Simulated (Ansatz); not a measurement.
**What BaCdBO3F (built on the sites of a database entry of BaZnBO3F) distorts into**

Aim: this structure of BaCdBO3F (built on the sites of a database entry of BaZnBO3F) is to be tested for unstable modes, and one is followed downhill.

Main program and level: Ansatz 0.2.0; DFT PBEsol, scalar-relativistic, plane waves, PAW.

Report form: the programs' logs are mostly left out.

The structure was built from a prototype and need not be the compound's stable phase.

## (1) The structure

The structure is hexagonal, space group P-6 (No. 174). Conventional cell: a = 5.188 Å, b = 5.188 Å, c = 4.419 Å, α = 90.00°, β = 90.00°, γ = 120.00°. Ba has 6 O at 2.80 Å and 3 F at 3.00 Å nearest. Nearest to Cd lie 3 O at 2.20 Å and 2 F at 2.21 Å. Nearest to B lie 3 O at 1.38 Å. O has 1 B at 1.38 Å and 1 Cd at 2.20 Å and 2 Ba at 2.80 Å nearest. F has 2 Cd at 2.21 Å and 3 Ba at 3.00 Å nearest. Farther neighbours and most contacts between anions are not listed.

As a file:

```cif
data_structure
_symmetry_space_group_name_H-M 'P-6'
_symmetry_Int_Tables_number 174
_cell_length_a 5.1884
_cell_length_b 5.1884
_cell_length_c 4.4188
_cell_angle_alpha 90.000
_cell_angle_beta 90.000
_cell_angle_gamma 120.000
_cell_volume 103.02
loop_
_atom_site_label
_atom_site_type_symbol
_atom_site_symmetry_multiplicity
_atom_site_Wyckoff_symbol
_atom_site_fract_x
_atom_site_fract_y
_atom_site_fract_z
_atom_site_occupancy
Ba1 Ba 1 a 0.00000 0.00000 0.00000 1
Cd1 Cd 1 d 0.33333 0.66667 0.50000 1
B1 B 1 f 0.66667 0.33333 0.50000 1
O1 O 3 k 0.37221 0.26417 0.50000 1
F1 F 1 c 0.33333 0.66667 0.00000 1
```

## (2) Phonons on a q mesh

The cell comes from relaxations at this level that are not shown. Stability and thermal properties need the whole zone. Linear response on a 2×2×2 q mesh gives force constants as far as a supercell of that size would, and the tensors from the zone-centre run are typed in so that the long-range dipole term is interpolated apart.

File input.yaml:

```yaml
crystal:
  lattice:
    - [5.188433932, 0.0, 0.0]
    - [-2.594216966, 4.493315591, 0.0]
    - [0.0, 0.0, 4.4187726628]
  atoms:
    - { symbol: Ba, position: [0.0, 0.0, 0.0] }
    - { symbol: Cd, position: [0.3333333333, 0.6666666667, 0.5] }
    - { symbol: B, position: [0.6666666667, 0.3333333333, 0.5] }
    - { symbol: O, position: [0.3722092563, 0.2641726768, 0.5] }
    - { symbol: O, position: [0.8919634205, 0.6277907437, 0.5] }
    - { symbol: O, position: [0.7358273232, 0.1080365795, 0.5] }
    - { symbol: F, position: [0.3333333333, 0.6666666667, 0.0] }
kpoints:
  mp_grid: { grid: [6, 6, 4] }
hamiltonian:
  xc: pbesol
scf:
  occupations: { method: fixed }
output:
  eigenvalues: true
phonons:
  method: dfpt
  qmesh: [2, 2, 2]
  temperatures: { t_max: 1000, t_step: 50 }
  qpath:
    path:
      - [[0.0, 0.0, 0.0], [0.5, 0.0, 0.0], [0.33333333, 0.33333333, 0.0], [0.0, 0.0, 0.0], [0.0, 0.0, 0.5], [0.5, 0.0, 0.5], [0.33333333, 0.33333333, 0.5], [0.0, 0.0, 0.5]]
      - [[0.5, 0.0, 0.5], [0.5, 0.0, 0.0]]
      - [[0.33333333, 0.33333333, 0.5], [0.33333333, 0.33333333, 0.0]]
    npoints: 10
  non_analytic_term:
    high_frequency_dielectric_tensor: [[3.3216, 0.0, 0.0], [0.0, 3.3216, 0.0], [0.0, 0.0, 3.0847]]
    born_effective_charges:
      - { species: Ba, tensor: [[2.403, -0.0174, 0.0], [0.0174, 2.403, 0.0], [0.0, 0.0, 3.3172]] }
      - { species: Cd, tensor: [[2.3647, -0.0716, 0.0], [0.0716, 2.3647, 0.0], [0.0, 0.0, 2.1596]] }
      - { species: B, tensor: [[2.8216, 0.4411, 0.0], [-0.4411, 2.8216, 0.0], [0.0, 0.0, 0.0886]] }
      - { species: O, tensor: [[-2.607, -0.2719, 0.0], [-0.0126, -1.7129, 0.0], [0.0, 0.0, -1.2405]] }
      - { species: O, tensor: [[-1.8132, -0.4457, 0.0], [-0.1863, -2.5066, 0.0], [0.0, 0.0, -1.2405]] }
      - { species: O, tensor: [[-2.0596, 0.3286, 0.0], [0.5879, -2.2603, 0.0], [0.0, 0.0, -1.2405]] }
      - { species: F, tensor: [[-1.1095, 0.037, 0.0], [-0.037, -1.1095, 0.0], [0.0, 0.0, -1.8438]] }
    source: "zone-centre run at this cell"
```

The run is started by

```console
$ ansatz run input.yaml --threads 8 --pin off --max-ram 14336MiB --backend cpu --events-out ev --progress --plain --runs-dir out
```

The job ended after 1.7 min (8 threads of Intel Xeon 6975P-C (Granite Rapids), shared host; peak memory 1.1 GiB).

A gap read on the k-mesh alone can miss the band edges.

Numbers from this step:

| Quantity | Value |
| --- | --- |
| gap on the k-mesh | 2.760 eV |
| volume per atom | 14.72 Å³ |
| sum-rule residual before enforcement | 6.69e-4 eV/Å² |
| lowest frequency on the path | -71.65 cm⁻¹ |
| point group | -6 |
| highest frequency on the path or at a solved wavevector | 1307 cm⁻¹ |
| highest optical mode at the zone centre (no LO-TO term) | 1225 cm⁻¹ |
| lowest optical zone-centre mode | 54.69 cm⁻¹ |
| lowest mode on the q mesh (acoustic modes at Γ apart) | -71.65 cm⁻¹ |

Frequencies (cm⁻¹) solved at each irreducible wavevector; negative means imaginary. Frequencies by wavevector, by row:

```tsv
q in reciprocal lattice units	star	mode 1	mode 2	mode 3	mode 4	mode 19	mode 20	mode 21
0 0 0	1	0	0	0	54.7	903.3	1226	1226
0 0 -0.5	1	-59.3	-59.3	70.4	70.4	901.4	1226	1226
0 -0.5 0	3	14.9	52.8	56.5	74.6	901.7	1242	1296
0 -0.5 -0.5	3	-71.7	-58.4	61.9	80.2	900.4	1235	1253
```

Interpolated from a 2×2×2 q mesh, rough between the solved points, with the LO-TO term (at Γ the limit along the path; where Γ stands inside the path, tables give the limit on arrival). Phonon branches along the path, in cm⁻¹:

```tsv
point	branch 1	branch 2	branch 3	branch 4	branch 18	branch 19	branch 20	branch 21
Γ	0	0	0	55	713	903	1226	1307
halfway	20	34	55	63	713	902	1234	1301
M	15	53	56	75	713	902	1242	1296
halfway	20	55	60	62	713	902	1250	1289
K	20	57	58	66	713	902	1261	1278
halfway	28	39	43	72	713	902	1238	1298
Γ	0	0	0	55	713	903	1226	1307
halfway	-28	-28	40	40	723	902	1226	1226
A	-59	-59	70	70	724	901	1226	1226
halfway	-68	-57	74	76	722	900	1230	1242
L	-72	-58	62	80	721	900	1235	1253
halfway	-70	-61	63	74	721	901	1238	1251
H	-66	-66	65	72	721	901	1244	1247
halfway	-69	-57	72	74	722	900	1232	1245
A	-59	-59	70	70	724	901	1226	1226
jump to L	-72	-58	62	80	721	900	1235	1253
halfway	-44	-40	53	75	717	901	1239	1273
M	15	53	56	75	713	902	1242	1296
jump to H	-66	-66	65	72	721	901	1244	1247
halfway	-47	-43	64	68	717	901	1252	1262
K	20	57	58	66	713	902	1261	1278
```

Symmetry leaves 4 wavevectors to solve. The lowest mode among them, the acoustic zeros apart, lies at q = (0, -0.5, -0.5) and is imaginary, 71.7i cm⁻¹, so the energy falls along it.

## (3) The mode frozen in, largest atomic shift 0 Å

The mode followed lies at q = (0, -0.5, -0.5) with frequency 71.6i cm⁻¹, the softest among the wavevectors solved. At small amplitude the distorted cell has space group no. 8 by a symmetry search on the positions. The undistorted cell that holds it gives the zero of energy on the same k mesh.

System of this step: BaCdBO3F (built on the sites of a database entry of BaZnBO3F). Symmetry: P-6, No. 174, hexagonal system. Conventional cell: a = 5.188 Å, b = 5.188 Å, c = 4.419 Å, α = 90.00°, β = 90.00°, γ = 120.00°. Nearest to Ba lie 6 O at 2.80 Å and 3 F at 3.00 Å. Nearest to Cd lie 3 O at 2.20 Å and 2 F at 2.21 Å. Nearest to B lie 3 O at 1.38 Å. Nearest to O lie 1 B at 1.38 Å and 1 Cd at 2.20 Å and 2 Ba at 2.80 Å. O has 1 B at 1.38 Å and 1 Cd at 2.20 Å and 2 Ba at 2.80 Å nearest. O has 1 B at 1.38 Å and 1 Cd at 2.20 Å and 2 Ba at 2.80 Å nearest. Farther neighbours and most contacts between anions are not listed.

File input.yaml:

```yaml
crystal:
  lattice:
    - [-5.188433932, 0.0, 0.0]
    - [-2.594216966, -4.493315591, -4.4187726628]
    - [-2.594216966, -4.493315591, 4.4187726628]
  atoms:
    - { symbol: Ba, position: [0.0, 0.0, 0.0] }
    - { symbol: Ba, position: [0.0, 0.5, 0.5] }
    - { symbol: Cd, position: [0.3333333333, 0.9166666667, 0.4166666667] }
    - { symbol: Cd, position: [0.3333333333, 0.4166666667, 0.9166666667] }
    - { symbol: B, position: [0.6666666667, 0.0833333333, 0.5833333333] }
    - { symbol: B, position: [0.6666666667, 0.5833333333, 0.0833333333] }
    - { symbol: O, position: [0.8919634205, 0.1179136616, 0.6179136616] }
    - { symbol: O, position: [0.8919634205, 0.6179136616, 0.1179136616] }
    - { symbol: O, position: [0.7358273232, 0.9361046282, 0.4361046282] }
    - { symbol: O, position: [0.7358273232, 0.4361046282, 0.9361046282] }
    - { symbol: O, position: [0.3722092563, 0.1959817103, 0.6959817103] }
    - { symbol: O, position: [0.3722092563, 0.6959817103, 0.1959817103] }
    - { symbol: F, position: [0.3333333333, 0.1666666667, 0.1666666667] }
    - { symbol: F, position: [0.3333333333, 0.6666666667, 0.6666666667] }
kpoints:
  mp_grid: { grid: [4, 4, 4] }
hamiltonian:
  xc: pbesol
scf:
  occupations: { method: gaussian, width: 0.02 }
output:
  forces: true
  stress: true
  eigenvalues: true
```

The job ended after 2.6 s (8 threads; peak memory 1 GiB; 18 s of CPU time).

This step gave:

| Property | Result |
| --- | --- |
| pressure | 5.84e-4 GPa |
| energy from the undistorted cell | 0 meV/atom |

At this level the gap is 2.76 eV on the k-mesh of the self-consistent run, which can miss the band edges.

## (4) The mode frozen in, largest atomic shift 0.32 Å

The atoms are moved along the unstable eigenvector, the largest shift by 0.32 Å, with the cell fixed.

File input.yaml:

```yaml
crystal:
  lattice:
    - [-5.188433932, 0.0, 0.0]
    - [-2.594216966, -4.493315591, -4.4187726628]
    - [-2.594216966, -4.493315591, 4.4187726628]
  atoms:
    - { symbol: Ba, position: [-0.0071007977, 0.0035545652, 0.0035545652] }
    - { symbol: Ba, position: [0.0071007977, 0.4964454348, 0.4964454348] }
    - { symbol: Cd, position: [0.3333333333, 0.9160691447, 0.4172641886] }
    - { symbol: Cd, position: [0.3333333333, 0.4172641886, 0.9160691447] }
    - { symbol: B, position: [0.6666666667, 0.0717714702, 0.5948951965] }
    - { symbol: B, position: [0.6666666667, 0.5948951965, 0.0717714702] }
    - { symbol: O, position: [0.8919634205, 0.1084534474, 0.6273738758] }
    - { symbol: O, position: [0.8919634205, 0.6273738758, 0.1084534474] }
    - { symbol: O, position: [0.7358273232, 0.9288278712, 0.4433813851] }
    - { symbol: O, position: [0.7358273232, 0.4433813851, 0.9288278712] }
    - { symbol: O, position: [0.3722092563, 0.1776093311, 0.7143540894] }
    - { symbol: O, position: [0.3722092563, 0.7143540894, 0.1776093311] }
    - { symbol: F, position: [0.320329076, 0.200237081, 0.200237081] }
    - { symbol: F, position: [0.3463375907, 0.6330962523, 0.6330962523] }
kpoints:
  mp_grid: { grid: [4, 4, 4] }
hamiltonian:
  xc: pbesol
scf:
  occupations: { method: gaussian, width: 0.02 }
output:
  forces: true
  stress: true
  eigenvalues: true
```

Wall time 2.4 s (8 threads); peak memory 1.1 GiB.

Numbers from this step:

* pressure: -0.01434 GPa
* gap on the k-mesh: 2.741 eV
* energy from the undistorted cell: -2.163 meV/atom

The energy, extrapolated to zero smearing, is -2.16 meV/atom against the undistorted cell.

The run ends at a pressure of -0.01 GPa, with forces up to 0.17 eV/Å.

## (5) Energy along the mode, all amplitudes (two of the runs are shown above)

An imaginary frequency means negative curvature, so the energy should fall and then rise again as anharmonic terms take over.

Numbers from this step:

```yaml
depth_at_the_lowest_point_sampled: 2.163 meV/atom
largest_atomic_shift_at_that_point: 0.32 Å
```

Table of energy from the parent by largest atomic shift:

```tsv
largest atomic shift (Å)	energy from the parent (meV/atom)
0.000	0
0.040	-0.06
0.080	-0.233
0.140	-0.673
0.220	-1.44
0.320	-2.16
0.450	-1.01
0.600	7.52
```

Displacement at unit largest shift by atom:

```tsv
atom	x (Å)	y (Å)	z (Å)	size
Ba1	0.06	-0.10	0.00	0.12
Ba2	-0.06	0.10	0.00	0.12
Cd3	0.00	0.00	0.02	0.02
Cd4	0.00	0.00	-0.02	0.02
B5	0.00	0.00	0.32	0.32
B6	0.00	0.00	-0.32	0.32
O7	0.00	0.00	0.26	0.26
O8	0.00	0.00	-0.26	0.26
O9	0.00	0.00	0.20	0.20
O10	0.00	0.00	-0.20	0.20
O11	0.00	0.00	0.51	0.51
O12	0.00	0.00	-0.51	0.51
F13	-0.33	-0.94	0.00	1.00
F14	0.33	0.94	0.00	1.00
```

The lowest of the steps tried is at 0.32 Å, 2.16 meV/atom below the parent; the bottom of the well need not coincide with a step.

## (6) Relaxing from the distorted cell

Starting from the lowest point found, all atoms and the cell are let go, so that strain and other modes of the same symmetry can join in.

input.yaml: that of step 4 with these lines changed.

```diff
@@ -25,3 +25,3 @@
 scf:
-  occupations: { method: gaussian, width: 0.02 }
+  occupations: { method: fixed }
 output:
@@ -30 +30,6 @@
   eigenvalues: true
+relax:
+  adjacent_minimum: "off"
+  f_tol: 0.002
+  max_steps: 120
+  cell: { stress_tol: 0.03 }
```

Elapsed: 42 s, on 8 threads; peak memory 1.2 GiB.

The steps of the relaxation:

```tsv
step	energy less that of the first step (eV)	largest force component (eV/Å)	pressure (GPa)	volume (Å³)
1	0.0000	0.1359	-0.01	206.03
2	0.0013	0.3257	-0.34	207.34
3	-0.0394	0.2331	-0.20	206.80
4	-0.0484	0.4924	-0.04	205.71
5	-0.1163	0.1091	0.20	204.92
6	-0.1179	0.0905	-0.12	205.33
7	-0.1194	0.1592	0.09	205.58
8	-0.1207	0.0171	0.00	205.45
9	-0.1212	0.0232	0.00	205.29
10	-0.1213	0.0028	0.01	205.43
11	-0.1213	0.0005	0.00	205.43
12*	-0.1212	0.0017	0.00	205.43
13	-0.1217	0.0029	0.01	205.37
14	-0.1217	0.0012	0.00	205.37
15*	-0.1214	0.0013	0.00	205.37
```

Relaxation steps marked * repeat the geometry before them on a plane-wave basis chosen anew for their cell, so energy and pressure can jump there. Relaxation step 9 was tried and not accepted.

The run keeps the 2 symmetry operations that it works with, so distortions that break them were not tested.

```tsv
cell as run	before	after	change
a (Å)	5.188	5.182	-0.1 %
b (Å)	6.815	6.835	+0.3 %
c (Å)	6.815	6.835	+0.3 %
α (°)	80.84	78.79	-2.5 %
β (°)	67.63	67.17	-0.7 %
γ (°)	67.63	67.17	-0.7 %
volume (Å³/atom)	14.72	14.67	-0.3 %
```

The atoms that moved most (Å, as changes of fractional coordinates times the final cell):

```tsv
atom	dx	dy	dz	length
F14	-0.103	0.589	0.000	0.598
Ba1	0.060	-0.232	0.000	0.240
O9	0.045	-0.083	0.153	0.180
O10	0.045	-0.083	-0.153	0.180
B6	0.016	-0.049	-0.157	0.165
B5	0.016	-0.049	0.157	0.165
O11	-0.024	-0.074	0.144	0.163
O12	-0.024	-0.074	-0.144	0.163
```

The relaxed structure:

```xyz
14
Lattice="-5.1817 -0.0348 0.0000 -2.6210 -4.5860 -4.3378 -2.6210 -4.5860 4.3378" Properties=species:S:1:pos:R:3 pbc="T T T"
Ba    0.0783   -0.2644    0.0000
Ba   -2.6329   -4.4955    0.0000
Cd   -5.1916   -6.1392   -2.0706
Cd   -5.1916   -6.1392    2.0706
B    -5.1862   -3.1298    2.4261
B    -5.1862   -3.1298   -2.4261
O    -6.5526   -3.3836    2.4097
O    -6.5526   -3.3836   -2.4097
O    -7.3640   -6.4018   -1.9526
O    -7.3640   -6.4018    1.9526
O    -4.2905   -4.1772    2.4722
O    -4.2905   -4.1772   -2.4722
F    -2.8025   -1.8689    0.0000
F    -5.2167   -5.2296    0.0000
```

This step gave:

| Quantity | Value |
| --- | --- |
| pressure | -4.59e-4 GPa |
| gap on the k-mesh | 2.776 eV |
| volume per atom | 14.67 Å³ |

The distorted start has space group Cm; the relaxation ends in Cm.

## (7) Summary of results

```json
{"unstable mode of the parent": "q = (0, -0.5, -0.5), 72i cm⁻¹", "depth at the lowest point sampled": "2.16 meV/atom", "largest atomic shift at that point": "0.32 Å", "space group reached (within 0.01 Å)": "Cm", "energy gained over the parent (first relaxation, on the mesh of the frozen mode)": "10.8 meV/atom", "volume per atom, phase reached": "14.7 Å³", "gap on the k-mesh, phase reached": "2.78 eV"}
```

Along this mode the structure falls into Cm, 10.8 meV/atom below the parent. At the parent's cell the well is 2.163 meV/atom deep on the steps tried, with its lowest point at a shift of 0.32 Å. Relaxing atoms and cell changes the gain by +8.67 meV/atom against the lowest step (energies at zero smearing). Most of the total comes from this relaxation. The modes of the phase reached were not computed on this path. Of the 2 patterns followed to their end from this parent, this one reaches the lowest energy. Each path keeps the symmetry of its pattern, so a lower phase may lie along a pattern not tried. The q mesh stands for a supercell only 8.8 Å across, so branches between the solved wavevectors are rough. The program warns that the interpolation holds no quadrupole term, so branches close to Γ can be off in this crystal. Spin-orbit coupling is left out, which can matter for the heavy elements here. The starting cell was built on a prototype and not taken from a measurement, so the phase need not exist.

[Logs are printed without paths, hosts, clocks, repeated set-up lines and the standing remarks that a program may print on its own settings, such as how far it seeks lower states.]

[Hosts, paths, dates, database ids (printed as entryN), source tags and the programs' standing remarks are cut or masked in the printed files.]
